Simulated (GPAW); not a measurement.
# Calculated records

## YPO4 (I4_1/amd): one start, several treatments of the self-energy

Symmetry: I4_1/amd, No. 141, tetragonal system. Conventional cell: a = 6.895 Å, b = 6.895 Å, c = 6.028 Å, α = 90.00°, β = 90.00°, γ = 90.00°. Y has 8 O at 2.31 to 2.38 Å nearest. P has 4 O at 1.54 Å nearest. Nearest to O lie 1 P at 1.54 Å and 2 Y at 2.31 to 2.38 Å. Farther neighbours and most contacts between anions are not listed.

```
Y P O
1.0
    -3.44735    3.44735    3.01380
     3.44735   -3.44735    3.01380
     3.44735    3.44735   -3.01380
Y P O
2 2 8
Direct
  0.75000 0.25000 0.50000
  0.00000 0.00000 0.00000
  0.50000 0.50000 0.00000
  0.25000 0.75000 0.50000
  0.16610 0.34080 0.82530
  0.09080 0.76550 0.67470
  0.51550 0.34080 0.17470
  0.09080 0.41610 0.32530
  0.58390 0.90920 0.67470
  0.65920 0.83390 0.17470
  0.23450 0.90920 0.32530
  0.65920 0.48450 0.82530
```

* method: DFT, LDA, plane waves, PAW (and 1 further level or step)
* program: GPAW 26.7.0
* settings of one run: cutoff 600 eV, GPAW PAW setups 1.2.1 data release, 4×4×4 k-mesh, nbands 180
* cost: 4 runs, 28 min in all on 4 MPI ranks of Arm Neoverse V1, shared host (the runs of this entry)
* notes: The database entry behind the starting cell differs from later determinations by our own check (impure mineral, about 0.2 % long). The cell and positions come from the Crystallography Open Database and are kept as given unless a step says otherwise. Limits: no spin-orbit coupling. Bands and cutoff are finite, so the gap is not at the basis limit. The miss can reach some tenths of an eV and take either sign; the mesh is an error of its own.
* G0W0, Godby-Needs plasmon pole: 8.443 eV
* G0W0, full frequency, Hilbert transform: 8.417 eV
* G0W0, multipole: 8.416 eV
* known limits: not at the basis limit; no spin-orbit coupling

G0W0, full frequency, Hilbert transform: −0.027 eV against G0W0, Godby-Needs plasmon pole. G0W0, multipole: −0.027 eV against G0W0, Godby-Needs plasmon pole.

[Paths, hosts, dates, memory and timing lines, banners, echoed tables and standing remarks are left out of the program output.]

[Logs are printed without paths, hosts, clocks, repeated set-up lines and the standing remarks that a program may print on its own settings, such as how far it seeks lower states.]

[Runs of the session that timed out or met a known fault of the program may be left out.]

[Hosts, paths, dates, database ids (printed as entryN), source tags and the programs' standing remarks are cut or masked in the printed files.]
